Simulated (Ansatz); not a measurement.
## Arsenene bilayer (AB) in a perpendicular field

Wanted: the out-of-plane response of the arsenene bilayer (AB). A positive field points along +c.

Program: Ansatz 0.2.0. Level of theory: plane-wave DFT, PBE-D3(BJ), Ansatz PAW. Values are calculated unless marked as measured.

This is a report of a sequence of runs, with the program logs left out and the cost of each run kept.

## (1) The system as given

The cell holds 4 atoms: 4 As. Cell: a = 3.610 Å, b = 3.610 Å, c = 23.800 Å, α = 90.0°, β = 90.0°, γ = 120.0°. Regions: layer 1: arsenene, 2 atoms (2 As); layer 2: arsenene, 2 atoms (2 As). Vacuum lies along c.

## (2) Relaxation

The starting cell is a guess, so the in-plane lattice and the atoms are relaxed first, with the slab cut off from its images along the normal. The program lengthens the vector along the normal by itself, so c and the volume that it reports differ from the typed ones.

The input, input.yaml:

```yaml
crystal:
  lattice:
    - [3.61, 0.0, 0.0]
    - [-1.805, 3.1263517077, 0.0]
    - [0.0, 0.0, 23.8]
  atoms:
    - { symbol: As, position: [0.6666666667, 0.3333333333, 0.3781512605] }
    - { symbol: As, position: [0.3333333333, 0.6666666667, 0.4369747899] }
    - { symbol: As, position: [0.0, 0.0, 0.5630252101] }
    - { symbol: As, position: [0.6666666667, 0.3333333333, 0.6218487395] }
  periodic: [true, true, false]
kpoints:
  mp_grid: { grid: [12, 12, 1] }
hamiltonian:
  xc: pbe
  dispersion: d3bj
scf:
  occupations: { method: fermi_dirac, width: 0.05 }
  convergence: { dr2_threshold: 1.0e-09 }
relax:
  f_tol: 0.004
  max_steps: 90
  cell: {}
output:
  write_potential: true
  write_density: true
  volumetric_format: npy
```

Run with:

```
ansatz run input.yaml --threads 4 --pin off --max-ram 6144MiB --backend cpu --events-out ev --progress --plain --runs-dir out
```

Run time: 74 s. Hardware: 4 threads of Arm Neoverse N1, shared host; peak memory 0.87 GiB.

Step by step:

```tsv
step	energy less that of the first step (eV)	largest force component (eV/Å)	volume (Å³)
1	0.0000	0.2460	399.53
2	-0.0238	0.1274	398.82
3	-0.0429	0.0171	402.08
4	-0.0288	0.2227	410.79
5	-0.0549	0.0500	414.08
6	-0.0560	0.0139	412.80
7	-0.0560	0.0026	412.80
8*	-0.0565	0.0026	412.80
```

Relaxation steps marked * repeat the geometry before them on a plane-wave basis chosen anew for their cell, so energy and pressure can jump there. Relaxation step 4 was tried and not accepted.

Forces are held to the 12 operations that the program found; a distortion that breaks them can't arise in this run.

```tsv
cell as run	before	after	change
a (Å)	3.610	3.669	+1.6 %
b (Å)	3.610	3.669	+1.6 %
```

The atoms that moved most (Å, along periodic axes as changes of fractional coordinates times the final cell, across vacuum about the mean position):

```tsv
atom	dx	dy	dz	length
As4	0.000	0.000	-0.437	0.437
As1	0.000	0.000	0.437	0.437
As2	0.000	0.000	0.383	0.383
As3	0.000	0.000	-0.383	0.383
```

The relaxed structure:

```xyz
4
Lattice="3.6694 0.0000 0.0000 -1.8347 3.1778 0.0000 0.0000 0.0000 35.4000" Properties=species:S:1:pos:R:3
As    1.8347    1.0593    9.4371
As    0.0000    2.1186   10.7828
As    0.0000    0.0000   13.0172
As    1.8347    1.0593   14.3629
```

This step gave:

```
energy at zero smearing : -19425.6568 eV
```

The lattice constant a goes from 3.610 to 3.669 Å.

## (3) Atoms held, field 0

A sawtooth potential applies the field, turning back in the middle of the vacuum. With the dipole correction the typed value is the field outside the slab. The induced dipole is small, so the SCF threshold is tight.

The cell differs from the one that the last finished run ended in (c 35.400 → 22.926 Å).

The input, input.yaml:

```yaml
crystal:
  lattice:
    - [3.6694493363, 0.0, 0.0]
    - [-1.8347246682, 3.1778363431, 0.0]
    - [0.0, 0.0, 22.9258708419]
  atoms:
    - { symbol: As, position: [0.6666666667, 0.3333333333, 0.3925696024] }
    - { symbol: As, position: [0.3333333333, 0.6666666667, 0.4512700261] }
    - { symbol: As, position: [0.0, 0.0, 0.5487299739] }
    - { symbol: As, position: [0.6666666667, 0.3333333333, 0.6074303976] }
kpoints:
  mp_grid: { grid: [18, 18, 1] }
  band_path:
    path: [[0, 0, 0], [0.5, 0, 0], [0.33333333, 0.33333333, 0], [0, 0, 0]]
    npoints: 16
hamiltonian:
  xc: pbe
  dispersion: d3bj
scf:
  occupations: { method: fermi_dirac, width: 0.05 }
  convergence: { dr2_threshold: 1.0e-10 }
efield:
  axis: 3
  dipole_correction: true
  ramp_position: 0.97
  ramp_width: 0.06
  amplitude: 0
output:
  dos: { projected: true, e_range: [-6, 5] }
  bader: true
  write_potential: true
  write_density: true
  volumetric_format: npy
  elf: true
```

Elapsed: 41 s, on 4 threads; peak memory 0.74 GiB; 2.7 min of CPU time.

Numbers from this step:

| Property | Result |
| --- | --- |
| energy at zero smearing | -19425.6600 eV |
| dipole along the normal | 2.09e-6 e·Å |
| gap along the path | 0.1107 eV |
| smallest direct gap along the path | 0.6022 eV |
| ionisation energy, upper face | 4.193 eV |
| electron affinity, upper face | 4.083 eV |
| gap, the smaller of path and mesh | 0.1107 eV |

Running mean over a fixed 2.7 Å (it still follows the layers) of the planar mean; the ramp of the sawtooth is left out. Electron's electrostatic potential energy less the Fermi level against z:

```tsv
z (Å)	electron's electrostatic potential energy less the Fermi level (eV)
4	4.14
5	4.14
6	4.08
7	3.22
8	0.641
9	-2.64
10	-3.43
11	-2.51
12	-2.61
13	-3.51
14	-2.47
15	0.872
16	3.37
17	4.09
18	4.14
19	4.14
```

The density of states has structure finer than the step of the table below, so its rows give means over 0.2 eV. Peaks (eV: height): -5.72: 7.18, -3.44: 6.54, -2.99: 6.49, 0.92: 4.72, 1.50: 5.37, 1.64: 6.49, 1.99: 4.66.

Table of density of states by energy, zero at the Fermi level of the run, which the smearing sets inside the gap; means over each step:

energy (eV), density of states (states/eV a cell) and a bar:
```
     -5.8       3.37 ###################
     -5.6       2.90 ################
     -5.4       1.44 ########
     -5.2       0.99 #####
     -5.0       0.89 #####
     -4.8       0.86 ####
     -4.6       1.48 ########
     -4.4       2.31 #############
     -4.2       2.82 ################
     -4.0       2.89 ################
     -3.8       3.54 ####################
     -3.6       3.51 ####################
     -3.4       4.02 #######################
     -3.2       1.97 ###########
     -3.0       3.86 ######################
     -2.8       3.45 ###################
     -2.6       2.37 #############
     -2.4       2.21 ############
     -2.2       2.13 ############
     -2.0       3.01 #################
     -1.8       2.70 ###############
     -1.6       1.69 #########
     -1.4       1.40 #######
     -1.2       0.88 ####
     -1.0       0.55 ##
     -0.8       0.47 ##
     -0.6       0.38 #
     -0.4       0.36 #
     -0.2       0.63 ###
      0.0       0.13 
      0.2       0.84 ####
      0.4       1.06 #####
      0.6       1.13 ######
      0.8       2.76 ###############
      1.0       3.64 #####################
      1.2       1.89 ##########
      1.4       3.28 ##################
      1.6       5.25 ##############################
      1.8       3.70 #####################
```

Projected DOS per atom over height of the atomic layer and energy from the Fermi level. Layers: As As As As from below.

Ten even steps from '0' (0.08 states/eV) to '9' (1.09 states/eV), each cell a mean:
```
8558
9999
5445
6556
2112
0000
0000
0000
0000
3113
7447
5445
5445
9779
5555
8888
7667
5555
1221
0220
2442
4774
```
Columns: height of the atomic layer (Å) from 9 to 13.9 (not evenly spaced); rows upwards: energy from the Fermi level (eV) from -5.96 to 2.05.

The electronic bands at the labelled points (eV, zero at the Fermi level of the run, which the smearing sets inside the gap):

```tsv
point	band 27	band 28	band 29	band 30	band 31	band 32	band 33	band 34
Γ	-1.71	-1.52	-1.52	-0.45	0.15	1.43	1.43	2.03
halfway	-3.00	-2.37	-2.20	-1.33	0.48	1.76	2.22	2.49
M	-3.73	-3.42	-3.03	-1.90	0.26	1.07	1.68	2.16
halfway	-4.18	-4.05	-2.82	-2.01	0.73	1.83	1.88	2.96
K	-3.95	-3.35	-3.35	-2.64	1.21	1.21	2.26	4.03
halfway	-3.68	-3.53	-1.99	-1.03	0.89	1.90	2.36	2.54
Γ	-1.71	-1.52	-1.52	-0.45	0.15	1.43	1.43	2.03
```

Electrostatic potential energy in the ca plane at fractional y = 0.333, with atoms of As within 0.2 Å of it. With pseudopotentials it is smooth inside the atoms' cores, unlike the true potential.

Ten even steps from '0' (-15 eV) to '9' (5 eV), each cell a mean:
```
99999999999999862125778888876411479999999999
99999999999999611301688999873022048999999999
99999999999998408960589999871299317999999999
99999999999998408960489999871399317999999999
99999999999999602411688999873033048999999999
99999999999999851025778888876311379999999999
99999999999999987666667887666666789999999999
99999999999999998876446787545788999999999999
99999999999999998876446786545788999999999999
99999999999999987776667887666777899999999999
```
Columns run along c (16.0 Å, from fractional 0.13 to 0.83 of the cell; values clipped at the 3rd and 97th percentile), rows up along a (3.7 Å). Atoms in or near the plane, at fractional coordinates: As at (0.39, 0.67), As at (0.61, 0.67).

ELF in the ca plane at fractional y = 0.333, with atoms of As within 0.2 Å of it. It is the smooth field of the valence electrons, not physical close to the nuclei.

Ten even steps from '0' (0.00) to '9' (0.88), each cell a mean:
```
00000000000257887666642112356667787631000000
00000000002579987556531001246656899863100000
00000000013689984235531000245423799974200000
00000000013689984235431000245423699974200000
00000000002589986456531000246545899863100000
00000000001357887666642112356667888641000000
00000000000013455566654223556655553210000000
00000000000000012245555334555432110000000000
00000000000000011245565335555431100000000000
00000000000012345556654324556655443100000000
```
Columns run along c (16.0 Å, from fractional 0.13 to 0.83 of the cell), rows up along a (3.7 Å). Atoms in or near the plane, at fractional coordinates: As at (0.39, 0.67), As at (0.61, 0.67).

Valence density in the ca plane at fractional y = 0.333, with atoms of As within 0.2 Å of it. It is the smooth field of the valence electrons, not physical close to the nuclei.

Ten steps, logarithmic in the rise over the least value, from '0' (0 e/Å³) to '9' (23 e/Å³), each cell a mean:
```
00000000000000012222110000111222210000000000
00000000000000135652110000012466421000000000
00000000000000248974100000012699621000000000
00000000000001248984100000012699621000000000
00000000000000136753110000012466421000000000
00000000000000112322110000111233210000000000
00000000000000001111111101111111100000000000
00000000000000000111111111111110000000000000
00000000000000000011111111111110000000000000
00000000000000001111111111111111000000000000
```
Columns run along c (16.0 Å, from fractional 0.13 to 0.83 of the cell), rows up along a (3.7 Å). Atoms in or near the plane, at fractional coordinates: As at (0.39, 0.67), As at (0.61, 0.67).

The gap is 0.11 eV, with the valence edge 4.19 eV and the conduction edge 4.08 eV under the upper vacuum level.

## (4) Atoms held, field 0.1 V/Å

Edit input.yaml of step 3 so:

```diff
@@ -26,6 +26,4 @@
   ramp_width: 0.06
-  amplitude: 0
+  amplitude: 0.1
 output:
-  dos: { projected: true, e_range: [-6, 5] }
-  bader: true
   write_potential: true
@@ -33,2 +31 @@
   volumetric_format: npy
-  elf: true
```

The job ended after 26 s (4 threads; peak memory 0.72 GiB).

The dipole is 0.0480 e·Å, and the gap 0.111 eV.

## (5) Atoms held, field -0.1 V/Å

Edit input.yaml of step 4 so:

```diff
@@ -26,3 +26,3 @@
   ramp_width: 0.06
-  amplitude: 0.1
+  amplitude: -0.1
 output:
```

Run time: 26 s. Hardware: 4 threads; peak memory 0.71 GiB; 1.7 min of CPU time.

The dipole is -0.0480 e·Å, and the gap 0.111 eV.

## (6) Atoms held, field 0.2 V/Å

Edit input.yaml of step 5 so:

```diff
@@ -26,3 +26,3 @@
   ramp_width: 0.06
-  amplitude: -0.1
+  amplitude: 0.2
 output:
```

Run time: 27 s. Hardware: 4 threads; peak memory 0.72 GiB; 1.8 min of CPU time.

The dipole is 0.0960 e·Å, and the gap 0.111 eV.

## (7) Single point, field -0.2 V/Å

Edit input.yaml of step 6 so:

```diff
@@ -26,3 +26,3 @@
   ramp_width: 0.06
-  amplitude: 0.2
+  amplitude: -0.2
 output:
```

Elapsed: 29 s, on 4 threads; peak memory 0.72 GiB; 1.8 min of CPU time.

The dipole is -0.0960 e·Å, and the gap 0.111 eV.

## (8) Single point, field 0.35 V/Å

Edit input.yaml of step 7 so:

```diff
@@ -26,4 +26,6 @@
   ramp_width: 0.06
-  amplitude: -0.2
+  amplitude: 0.35
 output:
+  dos: { projected: true, e_range: [-6, 5] }
+  bader: true
   write_potential: true
@@ -31 +33,2 @@
   volumetric_format: npy
+  elf: true
```

The job ended after 46 s (4 threads; peak memory 0.73 GiB; 2.9 min of CPU time).

The dipole is 0.168 e·Å, and the gap 0.112 eV.

## (9) Response, atoms held

This step: plane-wave DFT, PBE-D3(BJ), Ansatz PAW; response to a field along the normal, atoms held (Ansatz 0.2.0).

The dipoles give the slope, and the difference of two potentials shows where the field is screened.

This step gave:

```yaml
equivalent_conductor_thickness_p_eps_0ae: 7.443 Å
distance_between_the_outer_atoms: 4.926 Å
```

Dipole of the cell against applied field:

```tsv
applied field (V/Å)	dipole of the cell (e·Å)
-0.200	-0.0960
-0.100	-0.0480
0.000	2.1e-6
0.100	0.0480
0.200	0.0960
0.350	0.168
```

Local field over the applied field, running mean. From the potentials at -0.1 and 0.1 V/Å; running mean over 2.5 Å. The local field over applied field by z:

```tsv
z (Å)	local field over applied field
4.5	0.996
5.0	0.990
5.5	0.976
6.0	0.943
6.5	0.872
7.0	0.747
7.5	0.583
8.0	0.409
8.5	0.242
9.0	0.108
9.5	0.0381
10.0	0.0178
10.5	0.0185
11.0	0.0280
11.5	0.0347
12.0	0.0262
12.5	0.0177
13.0	0.0191
13.5	0.0444
14.0	0.125
14.5	0.266
15.0	0.435
15.5	0.609
16.0	0.769
16.5	0.886
17.0	0.949
17.5	0.979
18.0	0.992
18.5	0.997
```

Electrons, planar mean, per unit field. Table of induced electron density by z:

```tsv
z (Å)	induced electron density (e/Å³ per V/Å)
4.5	1.8e-5
5.0	4.6e-5
5.5	1.2e-4
6.0	2.9e-4
6.5	6.7e-4
7.0	0.00148
7.5	0.00275
8.0	0.00326
8.5	0.00138
9.0	7.4e-4
9.5	6.7e-4
10.0	-1.7e-4
10.5	-6.4e-4
11.0	-2.3e-4
11.5	2.8e-5
12.0	2.5e-4
12.5	6.7e-4
13.0	3.0e-6
13.5	-6.6e-4
14.0	-8.2e-4
14.5	-0.00165
15.0	-0.00332
15.5	-0.00256
16.0	-0.00133
16.5	-5.9e-4
17.0	-2.5e-4
17.5	-1.0e-4
18.0	-4.0e-5
18.5	-1.5e-5
```

The smaller of the gaps on the path and on the k-mesh, counted as 0 under 0.03 eV. Table of gap by applied field:

```tsv
applied field (V/Å)	gap (eV)
-0.200	0.111
-0.100	0.111
0.000	0.111
0.100	0.111
0.200	0.111
0.350	0.112
```

By hand: between -0.1 and 0.1 V/Å the dipole changes by 0.09593 e·Å, a slope of 0.4797 e·Å²/V. A perfect conductor of thickness t has p = ε₀AEt, so t = 180.95 × 0.4797 / 11.661 = 7.44 Å (e/ε₀ = 180.95 V·Å, A in Å²).

The induced dipole is that of a conductor 7.44 Å thick.

## (10) The same run with other settings: scf.algorithm = "direct_min"

This step: plane-wave DFT, PBE-D3(BJ), Ansatz PAW (Ansatz 0.2.0).

A run with a changed input: it repeats the earlier run at 0.1 V/Å with scf.algorithm to direct_min.

Edit input.yaml of step 8 so:

```diff
@@ -21,2 +21,3 @@
   convergence: { dr2_threshold: 1.0e-10 }
+  algorithm: direct_min
 efield:
@@ -26,6 +27,4 @@
   ramp_width: 0.06
-  amplitude: 0.35
+  amplitude: 0.1
 output:
-  dos: { projected: true, e_range: [-6, 5] }
-  bader: true
   write_potential: true
@@ -33,2 +32 @@
   volumetric_format: npy
-  elf: true
```

It took 82 s on 4 threads; peak memory 0.9 GiB; 5.3 min of CPU time.

This step gave:

| Property | Result |
| --- | --- |
| energy at zero smearing | -19425.6624 eV |
| dipole along the normal | 0.04797 e·Å |
| gap along the path | 0.1108 eV |
| smallest direct gap along the path | 0.6028 eV |
| gap, the smaller of path and mesh | 0.1108 eV |

Electronic bands along the path, in eV, zero at the Fermi level of the run, which the smearing sets inside the gap:

```tsv
point	band 27	band 28	band 29	band 30	band 31	band 32	band 33	band 34
Γ	-1.71	-1.52	-1.52	-0.45	0.15	1.43	1.43	2.03
halfway	-3.00	-2.37	-2.20	-1.33	0.48	1.76	2.22	2.49
M	-3.73	-3.42	-3.03	-1.90	0.26	1.07	1.68	2.16
halfway	-4.18	-4.05	-2.81	-2.01	0.73	1.83	1.88	2.96
K	-3.95	-3.35	-3.35	-2.64	1.20	1.21	2.26	4.03
halfway	-3.68	-3.53	-1.99	-1.03	0.88	1.90	2.36	2.54
Γ	-1.71	-1.52	-1.52	-0.45	0.15	1.43	1.43	2.03
```

```tsv
quantity	this run	earlier run	difference
dipole along the normal (e·Å)	0.04797	0.04797	-9.4e-7
gap along the path (eV)	0.1108	0.1108	0
smallest direct gap along the path (eV)	0.6028	0.6028	0
```

Nothing in the table moves by 0.01 in its unit (for the dipole 0.5 % and 5e-5 e·Å). The run took 10 SCF cycles against 11.

On this path the gap is indirect, 0.11 eV, with the valence top between K and Γ and the conduction bottom between Γ and M. The least direct gap is 0.60 eV.

## (11) Varying the input

An input spoilt on purpose, to show how the run answers: it repeats the earlier run at 0.1 V/Å with crystal.lattice to [[6.93425418, 0.0, 0.0], [-3.46712709, 6.00524028, 0.0], [0.0, 0.0, 43.3236165]], and scf.max_iter set to 100.

The cell differs from the one that the last finished run ended in (a 3.669 → 6.934 Å, b 3.669 → 6.934 Å, c 22.926 → 43.324 Å).

Edit input.yaml of step 10 so:

```diff
@@ -2,5 +2,5 @@
   lattice:
-    - [3.6694493363, 0.0, 0.0]
-    - [-1.8347246682, 3.1778363431, 0.0]
-    - [0.0, 0.0, 22.9258708419]
+    - [6.93425418, 0.0, 0.0]
+    - [-3.46712709, 6.00524028, 0.0]
+    - [0.0, 0.0, 43.3236165]
   atoms:
@@ -21,3 +21,3 @@
   convergence: { dr2_threshold: 1.0e-10 }
-  algorithm: direct_min
+  max_iter: 100
 efield:
```

The job ended after 5 min (4 threads; peak memory 3.9 GiB; 19 min of CPU time).

```tsv
quantity	this run	earlier run	difference
dipole along the normal (e·Å)	0.2424	0.04797	0.19
gap along the path (eV)	0.1476	0.1108	0.037
smallest direct gap along the path (eV)	0.1476	0.6028	-0.46
```

What moves beyond 0.01 in its unit (for the dipole 0.5 % and 5e-5 e·Å): dipole along the normal (+0.194 e·Å), smallest direct gap along the path (-0.455 eV) and gap along the path (+0.0368 eV).

The fault (a lattice typed in bohr) shows in the results, which are not taken further.

## (12) Outcome

- gap without field: 0.111 eV
- ionisation energy, upper face: 4.19 eV
- electron affinity, upper face: 4.08 eV
- equivalent conductor thickness, atoms held: 7.44 Å

The induced dipole equals that of a perfect conductor 7.44 Å thick, while the outer atoms lie 4.93 Å apart; an out-of-plane ε follows only once a thickness t is chosen, by 1 − 1/ε = 7.44 Å / t. The gap stays within 0.01 eV of 0.11 eV over the fields run, up to 0.35 V/Å in size. Semilocal functionals give gaps that are too small, and excitons are not included. Spin-orbit coupling is left out.

[Long decimals in the printed logs are rounded to 6 places.]

[Logs are printed without paths, hosts, clocks, repeated set-up lines and the standing remarks that a program may print on its own settings, such as how far it seeks lower states.]

[Hosts, paths, dates, database ids (printed as entryN), source tags and the programs' standing remarks are cut or masked in the printed files.]

[Maps of the electrostatic potential energy from Ansatz leave out the sawtooth potential of an applied field or a dipole correction, so their vacuum need not be flat; planar profiles and work functions include it.]
